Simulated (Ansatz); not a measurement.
# Cu: faces ranked by energy

Which of these faces of Cu costs least, and does the order hold when functional or mesh changes?

Calculated with Ansatz 0.2.0: Kohn-Sham DFT, PBE, PAW (set soft_2), plane waves; cutoff 420 eV, fermi-dirac smearing of 0.1 eV. Each cell was relaxed with PBE at fixed cell edges, then solved at the other levels. Its free energy less that of as many atoms of bulk Cu (12.008 Å³ an atom, mesh 15×15×15) is divided by the area of its two faces. Cutoffs: 420 eV for PBE and PBEsol; 500 eV for r2SCAN.

Cu(111), as built: Slab of Cu cut on (1 1 1), 10.5 Å thick, 2 x 2 surface cells, both faces free, 15 Å of vacuum; not relaxed. Lattice constants are starting values near those of PBE.

Cu(100), as built: Slab of Cu cut on (1 0 0), 12.7 Å thick, 2 x 2 surface cells, both faces free, 15 Å of vacuum; not relaxed. Lattice constants are starting values near those of PBE.

**Cells**

```
   cell  atoms  area (Å²)                    k-mesh  gain on relaxing (J/m²)  neighbours missing (per Å²)  work function (eV)
Cu(111)     24      22.89  8×8×1 (relaxed on 5×5×1)                    0.007                        0.524                4.79
Cu(100)     32      26.43  7×7×1 (relaxed on 5×5×1)                    0.017                        0.605                4.54
Cu(331)     30      28.80  7×6×1 (relaxed on 5×4×1)                    0.045                        0.625                4.48
Cu(311)     24      21.91  7×8×1 (relaxed on 5×6×1)                    0.051                        0.639                4.45
Cu(321)     26      24.72  8×6×1 (relaxed on 6×4×1)                    0.053                        0.647                4.44
```

Neighbours are counted within 3.08 Å in the cell as cut, where a bulk atom has 12; the deficit is per area of both faces. The work function is the vacuum level over the Fermi level.

**Surface energy**

In J/m²:

| cell | PBE | PBE, denser mesh | r2SCAN | PBEsol |
| --- | --- | --- | --- | --- |
| Cu(111) | 1.316 | 1.326 | 1.540 | 1.609 |
| Cu(100) | 1.482 | 1.479 | - | 1.786 |
| Cu(331) | 1.529 | 1.529 | 1.771 | - |
| Cu(311) | 1.562 | 1.561 | 1.802 | 1.882 |
| Cu(321) | 1.578 | 1.582 | 1.829 | 1.913 |

**Findings**

With PBE the lowest is Cu(111) (1.32 J/m²) and the highest Cu(321) (1.58 J/m²), a ratio of 1.20. PBE on a denser mesh shifts the values by -0.00 to +0.01 J/m² over 5 cells and reverses no pair. r2SCAN shifts the values by +0.22 to +0.25 J/m² over 4 cells and reverses no pair. PBEsol shifts the values by +0.29 to +0.34 J/m² over 4 cells and reverses no pair. A pair counts as reversed only if it differs by over 0.02 J/m² at both levels. The energy rises with the count of missing neighbours per area (correlation +1.00). The work function runs from 4.44 eV on Cu(321) to 4.79 eV on Cu(111).

Limits: The lattice constant is the typed one for every functional. Cells and bulk are sampled on unlike meshes, and thin cells carry size effects; differences of a few hundredths of a J/m² aren't resolved. No reconstruction was sought. Work functions of thin slabs are sensitive to thickness and mesh. These are free energies under a smearing of 0.1 eV, whose entropy term isn't removed. In some runs the program notes that positions were snapped to a detected symmetry and the exchange-correlation potential is rough where the density is thin.

[Logs are printed without paths, hosts, clocks, repeated set-up lines and the standing remarks that a program may print on its own settings, such as how far it seeks lower states.]

[Hosts, paths, dates, database ids (printed as entryN), source tags and the programs' standing remarks are cut or masked in the printed files.]
